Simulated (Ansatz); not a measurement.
# Fe wire along [111], 10 atoms a period: bands along the axis

What gap, if any, does the Fe wire along [111], 10 atoms a period have, and how many channels would it open?

Program: Ansatz 0.2.0. Level of theory: DFT PBE, plane waves, PAW; relaxation of a wire's period; PAW set soft_1, in the first sound run; inputs show where later runs differ. Results are calculated unless marked as measured.

### Step 1. The structure

The cell holds 10 atoms: 10 Fe. Cell: a = 12.803 Å, b = 12.577 Å, c = 2.451 Å, α = 90.0°, β = 90.0°, γ = 90.0°. Vacuum lies along a and b. The structure's axis is c.

### Step 2. Relaxing the period

Band widths follow the bond lengths, so the wire is relaxed first. The atoms and the third cell vector are free; the box across stays fixed as vacuum. Moments are seeded so that a magnetic state can form if it lies lower. A Fermi-Dirac smearing is set since the result may be a metal. The pressure printed is a third of the stress's trace over the whole box, vacuum included; only the stress along the axis is relaxed.

File input.yaml:

```yaml
crystal:
  lattice:
    - [12.803, 0.0, 0.0]
    - [0.0, 12.577, 0.0]
    - [0.0, 0.0, 2.4508518927]
  atoms:
    - { symbol: Fe, position: [0.421863016, 0.45405783, 0.0], spin: 2.4 }
    - { symbol: Fe, position: [0.73446353, 0.45405783, 0.0], spin: 2.4 }
    - { symbol: Fe, position: [0.265562759, 0.362196284, 0.333333333], spin: 2.4 }
    - { symbol: Fe, position: [0.421863016, 0.637780921, 0.333333333], spin: 2.4 }
    - { symbol: Fe, position: [0.578163273, 0.362196284, 0.333333333], spin: 2.4 }
    - { symbol: Fe, position: [0.73446353, 0.637780921, 0.333333333], spin: 2.4 }
    - { symbol: Fe, position: [0.265562759, 0.545919376, 0.666666667], spin: 2.4 }
    - { symbol: Fe, position: [0.421863016, 0.270334738, 0.666666667], spin: 2.4 }
    - { symbol: Fe, position: [0.578163273, 0.545919376, 0.666666667], spin: 2.4 }
    - { symbol: Fe, position: [0.578163273, 0.729642467, 0.0], spin: 2.4 }
magnetization:
  spin_polarized: true
kpoints:
  mp_grid: { grid: [1, 1, 33] }
scf:
  occupations: { method: fermi_dirac, width: 0.05 }
hamiltonian:
  xc: pbe
  pseudopotentials: { kind: paw, azcp: { folder: soft_1 } }
relax:
  cell: { fix: [a, b, alpha, beta, gamma] }
  max_steps: 45
  f_tol: 0.03
```

Started as:

```sh
ansatz run input.yaml --threads 4 --pin off --max-ram 16384MiB --backend cpu --events-out ev --progress --plain --runs-dir out
```

Numbers of over 12 decimals in the logs are rounded to 6 here.

Log:

```text
Engine: ansatz 0.2.0, x86_64-unknown-linux-gnu
Pseudopotentials: kind: paw
Pseudopotential: Fe, paw, valence charge 16, recommended cutoff 420 eV (normal), soft_1/Fe.paw.azcp
Functional definition: PBE
  parameter kappa = 0.804
  parameter beta = 0.066725
  exchange = pbe_x(kappa = kappa, mu = beta*pi^2/3)
  correlation = pbe_c(beta = beta)
Crystal: 10 atoms, lattice volume = 394.644 Å³
Basis set: ecut = 420 eV, 7689 PW (Γ), exchange–correlation on 180×180×36 points (8 copies of the dense FFT grid, shifted against one another)
Bands: 111, of which v1, the nominal top of the filled ones, is band 80 counted from 1 (79 counted from 0)
Symmetry: 2 space group operations
Space group: P-1 (ITA 2), of the structure as read, at distance tolerance 7.3e-5 Å
Magnetic group: BNS 2.4 (UNI 4), of the structure as read, at distance tolerance 7.3e-5 Å
k-points: 17 of 33
Non-local potential: Fe, projectors of the file, l = 0: 3, l = 1: 2, l = 2: 3, l = 3: 1
PAW form: soft (Blöchl's): semilocal exchange-correlation on the pseudo side does not see the compensation charge
PAW one-centre angular grid: Fe, 590 points (default); XC on 64 Gauss nodes
Initial density: superposition of atomic densities (neutral atoms: chi_scale 0, normalization atom)
Starting moments: Σ|m| = 24 μB on 10 of 10 sites
Initial wavefunctions: pseudopotential atomic-orbital guess
Functional: x = pbe(κ = 0.804, μ = 0.219515), c = pbe(β = 0.066725)
SCF iter   1: F=—  HF=-44790.979050 eV  |F-HF|=—  |Δ(HF+E_count)|=         —  Δρ=4.00e-2 (↑2.09e-2 ↓4.00e-2)  dr2=2.86e1  dr2_m=2.50e0  M=25.434 μB ∫|m|=25.600 μB  β_m=0.30  ethr=3.10e-3  ⟨swp⟩=7.6  Hψ=17604  notcnv=0  defer=162
Mixer restart at iter 1: flushing history
preconditioner: auto → LDOS  [metal: Δε(μ)=0.008 eV  Ē_g=5.622 eV  σ=0.050 eV  W_gap=0.04  n_scr=68 (ndim 8)  ℏωp=16.7 eV  f_vac=0.564  D(μ)=13.86/eV (n_scr^D=84)]
spin=Collinear: LDOS preconditioning applied to the charge; magnetization (m = ρ↑ − ρ↓) channel mixes plain (no charge-response kernel on spin).
SCF iter   2: F=—  HF=-44788.195771 eV  |F-HF|=—  |Δ(HF+E_count)|=    2.78e0  Δρ=2.84e-2 (↑2.84e-2 ↓2.20e-2)  dr2=4.96e0  dr2_m=1.93e0  M=26.095 μB ∫|m|=26.372 μB  β_m=0.38  ethr=3.10e-3  ⟨swp⟩=2.9  Hψ=6671  notcnv=0  defer=407
SCF iter   3: F=—  HF=-44792.535165 eV  |F-HF|=—  |Δ(HF+E_count)|=    4.34e0  Δρ=1.57e-2 (↑1.21e-2 ↓1.57e-2)  dr2=3.71e-1  dr2_m=6.54e-1  M=26.464 μB ∫|m|=26.891 μB  β_m=0.46  ethr=3.10e-3  ⟨swp⟩=2.7  Hψ=6474  notcnv=0  defer=408
SCF iter   4: F=—  HF=-44794.345366 eV  |F-HF|=—  |Δ(HF+E_count)|=    1.81e0  Δρ=1.16e-2 (↑1.16e-2 ↓7.20e-3)  dr2=1.31e-1  dr2_m=3.07e-1  M=27.209 μB ∫|m|=27.810 μB  β_m=0.73  ethr=2.32e-4  ⟨swp⟩=3.0  Hψ=6039  notcnv=0  defer=409
SCF iter   5: F=—  HF=-44795.003118 eV  |F-HF|=—  |Δ(HF+E_count)|=         —  Δρ=4.28e-3 (↑3.80e-3 ↓4.28e-3)  dr2=1.62e-1  dr2_m=2.00e-2  M=27.998 μB ∫|m|=28.849 μB  β_m=0.73  ethr=8.19e-5  ⟨swp⟩=3.2  Hψ=8555  notcnv=0  defer=410
SCF iter   6: F=—  HF=-44795.008168 eV  |F-HF|=—  |Δ(HF+E_count)|=   5.05e-3  Δρ=2.42e-3 (↑2.42e-3 ↓2.26e-3)  dr2=5.45e-2  dr2_m=1.69e-3  M=27.986 μB ∫|m|=28.880 μB  β_m=0.62  ethr=8.19e-5  ⟨swp⟩=3.2  Hψ=7974  notcnv=0  defer=418
SCF iter   7: F=—  HF=-44794.998844 eV  |F-HF|=—  |Δ(HF+E_count)|=   9.32e-3  Δρ=5.68e-4 (↑4.79e-4 ↓5.68e-4)  dr2=1.27e-3  dr2_m=7.02e-4  M=28.028 μB ∫|m|=28.916 μB  β_m=0.81  ethr=3.41e-5  ⟨swp⟩=2.0  Hψ=5669  notcnv=0  defer=418
SCF iter   8: F=—  HF=-44795.003063 eV  |F-HF|=—  |Δ(HF+E_count)|=   4.22e-3  Δρ=3.06e-4 (↑2.92e-4 ↓3.06e-4)  dr2=1.97e-3  dr2_m=1.18e-4  M=28.056 μB ∫|m|=28.947 μB  β_m=0.70  ethr=7.95e-7  ⟨swp⟩=3.3  Hψ=7370  notcnv=0  defer=418
SCF iter   9: F=—  HF=-44795.003041 eV  |F-HF|=—  |Δ(HF+E_count)|=   2.18e-5  Δρ=1.69e-4 (↑1.69e-4 ↓9.63e-5)  dr2=2.12e-4  dr2_m=2.73e-5  M=28.068 μB ∫|m|=28.964 μB  β_m=0.68  ethr=7.95e-7  ⟨swp⟩=2.0  Hψ=5216  notcnv=0  defer=417
SCF iter  10: F=—  HF=-44795.003059 eV  |F-HF|=—  |Δ(HF+E_count)|=   1.83e-5  Δρ=7.21e-5 (↑7.21e-5 ↓4.35e-5)  dr2=3.75e-5  dr2_m=4.40e-6  M=28.069 μB ∫|m|=28.964 μB  β_m=0.69  ethr=1.33e-7  ⟨swp⟩=2.0  Hψ=5176  notcnv=0  defer=417
SCF iter  11: F=—  HF=-44795.003054 eV  |F-HF|=—  |Δ(HF+E_count)|=   5.55e-6  Δρ=3.66e-5 (↑3.09e-5 ↓3.66e-5)  dr2=8.56e-6  dr2_m=2.18e-6  M=28.070 μB ∫|m|=28.965 μB  β_m=0.65  ethr=2.34e-8  ⟨swp⟩=2.4  Hψ=5952  notcnv=0  defer=417
SCF iter  12: F=—  HF=-44795.003054 eV  |F-HF|=—  |Δ(HF+E_count)|=   4.72e-7  Δρ=1.36e-5 (↑8.63e-6 ↓1.36e-5)  dr2=1.28e-6  dr2_m=2.61e-7  M=28.071 μB ∫|m|=28.966 μB  β_m=0.72  ethr=5.35e-9  ⟨swp⟩=2.0  Hψ=5114  notcnv=0  defer=417
SCF iter  13: F=—  HF=-44795.003055 eV  |F-HF|=—  |Δ(HF+E_count)|=   4.79e-7  Δρ=9.07e-6 (↑9.07e-6 ↓7.59e-6)  dr2=8.87e-7  dr2_m=4.74e-8  M=28.071 μB ∫|m|=28.966 μB  β_m=0.56  ethr=8.02e-10  ⟨swp⟩=3.1  Hψ=8101  notcnv=0  defer=417
SCF iter  14: F=—  HF=-44795.003054 eV  |F-HF|=—  |Δ(HF+E_count)|=   1.45e-7  Δρ=3.65e-6 (↑3.65e-6 ↓3.29e-6)  dr2=6.75e-8  dr2_m=2.45e-8  M=28.071 μB ∫|m|=28.966 μB  β_m=0.62  ethr=5.54e-10  ⟨swp⟩=2.3  Hψ=6033  notcnv=0  defer=417
SCF iter  15: F=-44795.003054 eV  HF=-44795.003054 eV  |F-HF|=8.32e-8  |Δ(HF+E_count)|=   4.44e-8  Δρ=2.72e-6 (↑1.76e-6 ↓2.72e-6)  dr2=9.31e-8  dr2_m=3.60e-9  M=28.071 μB ∫|m|=28.966 μB  ethr=4.22e-11  ⟨swp⟩=2.3  Hψ=12700  notcnv=0
SCF 1 converged in 15 iterations: F = -44795.003054 eV  dr2 = 9.31e-8
  greatest PAW one-centre occupation: 1.001 electrons in one spin orbital (limit 2), on the Fe atom at site 5 (counted from 0), in its partial waves of l = 1
relax step   1: F+E_penalty+E_count = -44795.00305438 eV  Δ(F+E_penalty+E_count) = +0.000e0 eV  max|allowed force component| = 4.449e-1 eV/Å  Δτ_max = 0.0000 Å  P = -1.083 GPa  Ω = 394.644 Å³  fix = [a, b, alpha, beta, gamma]  reactions: a -1.416, b -1.096 GPa; alpha +0.118, beta +0.194, gamma +0.302 GPa/rad  (15 SCF iters, dr2 threshold 1.00e-7 eV, accepted)
Crystal: 10 atoms, lattice volume = 393.927 Å³
Basis set: ecut = 420 eV, 7657 PW (Γ), exchange–correlation on 180×180×36 points (8 copies of the dense FFT grid, shifted against one another)
Initial density: handed on by an earlier stage of this run
Starting moments: Σ|m| = 24 μB on 10 of 10 sites; this step starts from the density that it was given
Initial wavefunctions: those handed on with the density
iter 1 solved again at ethr=7.46e-5 eV; its pass at ethr=3.10e-3 eV (dr2=1.19e-1 eV) is discarded
SCF iter   1: F=—  HF=-44795.056538 eV  |F-HF|=—  |Δ(HF+E_count)|=         —  Δρ=5.70e-3 (↑4.06e-3 ↓5.70e-3)  dr2=1.21e-1  dr2_m=7.17e-2  M=27.925 μB ∫|m|=28.794 μB  β_m=0.30  ethr=7.46e-5  ⟨swp⟩=3.3  Hψ=17088  notcnv=0
[...]
SCF iter  10: F=-44795.133632 eV  HF=-44795.133632 eV  |F-HF|=2.19e-7  |Δ(HF+E_count)|=   2.86e-8  Δρ=4.53e-6 (↑2.34e-6 ↓4.53e-6)  dr2=2.46e-7  dr2_m=1.13e-8  M=27.811 μB ∫|m|=28.629 μB  ethr=3.03e-10  ⟨swp⟩=2.6  Hψ=12238  notcnv=0
SCF 3 converged in 10 iterations: F = -44795.133632 eV  dr2 = 2.46e-7
  greatest PAW one-centre occupation: 1.001 electrons in one spin orbital (limit 2), on the Fe atom at site 9 (counted from 0), in its partial waves of l = 1
relax step   3: F+E_penalty+E_count = -44795.13363159 eV  Δ(F+E_penalty+E_count) = -2.958e-2 eV  max|allowed force component| = 5.574e-2 eV/Å  Δτ_max = 0.0764 Å  P = +0.099 GPa  Ω = 393.966 Å³  energy of the carried Pulay correction = +2.658e-4 eV  fix = [a, b, alpha, beta, gamma]  reactions: a +0.146, b +0.075 GPa; alpha -0.013, beta -0.014, gamma -0.039 GPa/rad  (10 SCF iters, dr2 threshold 1.00e-6 eV, accepted)
[...]
relax step   4: F+E_penalty+E_count = -44795.13441369 eV  Δ(F+E_penalty+E_count) = -7.821e-4 eV  max|allowed force component| = 1.062e-2 eV/Å  Δτ_max = 0.0183 Å  P = -0.026 GPa  Ω = 394.039 Å³  energy of the carried Pulay correction = +2.375e-4 eV  fix = [a, b, alpha, beta, gamma]  reactions: a -0.023, b -0.035 GPa; alpha +0.011, beta +0.027, gamma +0.015 GPa/rad  (10 SCF iters, dr2 threshold 1.94e-7 eV, accepted)
Initial wavefunctions: pseudopotential atomic-orbital guess (no wavefunctions were taken with the density)
iter 1 solved again at ethr=1.86e-6 eV; its pass at ethr=3.10e-3 eV (dr2=2.98e-3 eV) is discarded
SCF iter   1: F=—  HF=-44795.134064 eV  |F-HF|=—  |Δ(HF+E_count)|=         —  Δρ=4.03e-6 (↑3.81e-6 ↓4.03e-6)  dr2=1.81e-7  dr2_m=1.01e-8  M=27.843 μB ∫|m|=28.667 μB  β_m=0.65  ethr=1.86e-6  ⟨swp⟩=4.0  Hψ=25646  notcnv=0
eigensolver tolerance schedule: the retry pair's looser diagonalisation over-reported the residual by 16467.67 of it (diagonalisation noise at an unbounded share of the residual, at the tolerance the schedule requests for it); recorded, not acted on — ethr = c·dr2/N_el stays at c = 1.0e-1
preconditioner: auto → LDOS  [metal: Δε(μ)=0.020 eV  Ē_g=5.407 eV  σ=0.050 eV  W_gap=0.10  n_scr=36 (ndim 8)  ℏωp=16.7 eV  f_vac=0.594  D(μ)=9.47/eV (n_scr^D=56)]
spin=Collinear: LDOS preconditioning applied to the charge; magnetization (m = ρ↑ − ρ↓) channel mixes plain (no charge-response kernel on spin).
SCF iter   2: F=—  HF=-44795.134159 eV  |F-HF|=—  |Δ(HF+E_count)|=   9.53e-5  Δρ=1.95e-6 (↑1.95e-6 ↓1.27e-6)  dr2=2.74e-8  dr2_m=2.71e-9  M=27.843 μB ∫|m|=28.667 μB  β_m=0.52  ethr=1.13e-10  ⟨swp⟩=4.2  Hψ=10948  notcnv=0
SCF iter   3: F=—  HF=-44795.134159 eV  |F-HF|=—  |Δ(HF+E_count)|=   8.16e-9  Δρ=1.26e-6 (↑1.26e-6 ↓6.86e-7)  dr2=1.65e-8  dr2_m=9.13e-10  M=27.843 μB ∫|m|=28.667 μB  β_m=0.53  ethr=1.71e-11  ⟨swp⟩=2.8  Hψ=7210  notcnv=0
SCF iter   4: F=—  HF=-44795.134159 eV  |F-HF|=—  |Δ(HF+E_count)|=   1.80e-9  Δρ=4.10e-7 (↑4.10e-7 ↓3.77e-7)  dr2=1.32e-9  dr2_m=3.09e-10  M=27.843 μB ∫|m|=28.667 μB  β_m=0.62  ethr=1.03e-11  ⟨swp⟩=2.2  Hψ=4749  notcnv=0
SCF iter   5: F=—  HF=-44795.134159 eV  |F-HF|=—  |Δ(HF+E_count)|=   1.39e-9  Δρ=1.95e-7 (↑1.95e-7 ↓1.74e-7)  dr2=3.68e-10  dr2_m=7.28e-11  M=27.843 μB ∫|m|=28.667 μB  β_m=0.66  ethr=1.00e-12  ⟨swp⟩=2.5  Hψ=5319  notcnv=0
SCF iter   6: F=—  HF=-44795.134159 eV  |F-HF|=—  |Δ(HF+E_count)|=  2.55e-10  Δρ=1.22e-7 (↑1.22e-7 ↓7.67e-8)  dr2=1.16e-10  dr2_m=1.65e-11  M=27.843 μB ∫|m|=28.667 μB  β_m=0.56  ethr=1.00e-12  ⟨swp⟩=2.0  Hψ=4894  notcnv=0
SCF iter   7: F=-44795.134159 eV  HF=-44795.134159 eV  |F-HF|=2.91e-11  |Δ(HF+E_count)|=  3.64e-11  Δρ=8.00e-8 (↑3.25e-8 ↓8.00e-8)  dr2=5.16e-11  dr2_m=4.50e-12  M=27.843 μB ∫|m|=28.667 μB  ethr=1.00e-12  ⟨swp⟩=3.5  Hψ=12116  notcnv=0
SCF 5 converged in 7 iterations: F = -44795.134159 eV  dr2 = 5.16e-11
relax step   5: F+E_penalty+E_count = -44795.13415895 eV  Δ(F+E_penalty+E_count) = +2.547e-4 eV  max|allowed force component| = 1.062e-2 eV/Å  Δτ_max = 0.0000 Å  P = -0.025 GPa  Ω = 394.039 Å³  fix = [a, b, alpha, beta, gamma]  reactions: a -0.024, b -0.032 GPa; alpha +0.012, beta +0.027, gamma +0.015 GPa/rad  stress off target by 1.83e-2 GPa on what of the cell is left free  SCF on the basis re-selected at this cell (its energy is not comparable with the rows above)  (7 SCF iters)
basis re-selected at this cell: Δ(F+E_penalty+E_count) = +2.547e-4 eV, ΔP = +0.001 GPa vs the last step (what re-selecting the basis moved, of the pressure what is left beyond the Pulay correction that the steps carried, after the strain that the cell walked since its last selection, with what the two solves' SCF thresholds leave and, on support functions, any second-order correction that the steps lacked; it is no m [...]
SCF converged after 7 iterations
Magnetization: 27.8428 μB (93.9214 up, 66.0786 down)
Absolute magnetization: 28.6690 μB (∫|ρ↑−ρ↓|, with the PAW one-centre terms)
Spin contamination: 0.4311 ħ² per cell (⟨S²⟩ above its minimum at these occupations)
Per-site moments (μB) at R_I (Å): [(2.465969, 0.979049), (2.736711, 0.987442), (2.719459, 0.979049), (2.694751, 1.009425), (2.694751, 1.009425), (2.719459, 0.979049), (2.736711, 0.987442), (2.737272, 0.987646), (2.465969, 0.979049), (2.737272, 0.987646)]
Free energy (F): -44795.134159 eV
Harris-Foulkes:  -44795.134159 eV  (|F-HF|=2.91e-11)
Internal energy: -44795.054950 eV  (E = F + TS)
E sigma→0 (E₀):  -44795.094554 eV
Entropy (-TS):   -0.079209 eV (-7.921 meV/atom)
Fermi energy:    2.589123 eV
--- Per-component energies (eV) ---
  E_band       = -4667.218371
  E_kinetic    = 3292.969335
  E_local      = -111939.104675  (includes V_loc(G=0)·N_el)
  E_nonlocal   = 2932.046086
  E_hartree    = 52870.964944
  E_xc         = -1090.361815
  E_vxc        = -1399.153260  (∫ρ·V_xc dr)
  E_paw        = -13845.326739  (= ΣΔE_a)
  E_vpaw       = -3295.895691  (= ΣTr[D̂ρ^β])
  E_aug_tail   = -0.010004  (compensation charges beyond the density's cutoff)
  E_ewald      = 22983.767918
  E_smearing   = -0.079209  (= −TS)
  E_closure    = -0.000000  (closes the sum)
  Σ components = -44795.134159   (vs F -44795.134159, Δ=0.00e0)
--- Forces (eV/Å), atoms counted from 1 ---
  atom   1  Fe    -0.01062002    -0.00650928    -0.01062259
  atom   2  Fe    -0.00318632    -0.00416241    -0.00571127
  atom   3  Fe     0.00346125     0.00063333     0.00696606
  atom   4  Fe    -0.00268040     0.00401125     0.00026560
  atom   5  Fe     0.00268040    -0.00401125    -0.00026560
  atom   6  Fe    -0.00346125    -0.00063333    -0.00696606
  atom   7  Fe     0.00318632     0.00416241     0.00571127
  atom   8  Fe     0.00660684     0.00078689     0.00583302
  atom   9  Fe     0.01062002     0.00650928     0.01062259
  atom  10  Fe    -0.00660684    -0.00078689    -0.00583302
  max |Σ_I F_I| component: 1.73e-18 eV/Å
--- Stress (GPa, compression-positive) ---
       -0.023634      -0.014947      -0.027270
       -0.014947      -0.031755      -0.011710
       -0.027270      -0.011710      -0.018310
  P = ⅓ Tr σ = -0.0246 GPa (-0.246 kbar)
--- Relaxed structure (4 steps of the walk, 4 accepted, 1 SCFs on fresh bases) ---
  F+E_penalty+E_count = -44795.13415895 eV   max|allowed force component| = 1.062e-2 eV/Å   (the final SCF, on the basis selected at the relaxed cell)
  cell:  # Å, volume = 394.0386 Å³
    - [12.803, 0, 0]
    - [0, 12.577, 0]
    - [0, 0, 2.447090]
  atoms:
    - { symbol: Fe, position: [0.423767, 0.454859, 0.017023] }
    - { symbol: Fe, position: [0.730325, 0.455003, -0.045928] }
    - { symbol: Fe, position: [0.272494, 0.365460, 0.338282] }
    - { symbol: Fe, position: [0.419489, 0.641249, 0.332443] }
    - { symbol: Fe, position: [0.580538, 0.358728, 0.334224] }
    - { symbol: Fe, position: [0.727533, 0.634517, 0.328385] }
    - { symbol: Fe, position: [0.269702, 0.544974, 0.712595] }
    - { symbol: Fe, position: [0.424140, 0.273896, 0.713255] }
    - { symbol: Fe, position: [0.576259, 0.545118, 0.649644] }
    - { symbol: Fe, position: [0.575886, 0.726081, -0.046589] }
```

The job ended after 2.2 min (4 threads of AMD EPYC 7R43, shared host; peak memory 1.9 GiB; 8.5 min of CPU time).

[end of part 1 of 2]

[Logs are printed without paths, hosts, clocks, repeated set-up lines and the standing remarks that a program may print on its own settings, such as how far it seeks lower states.]

[Hosts, paths, dates, database ids (printed as entryN), source tags and the programs' standing remarks are cut or masked in the printed files.]
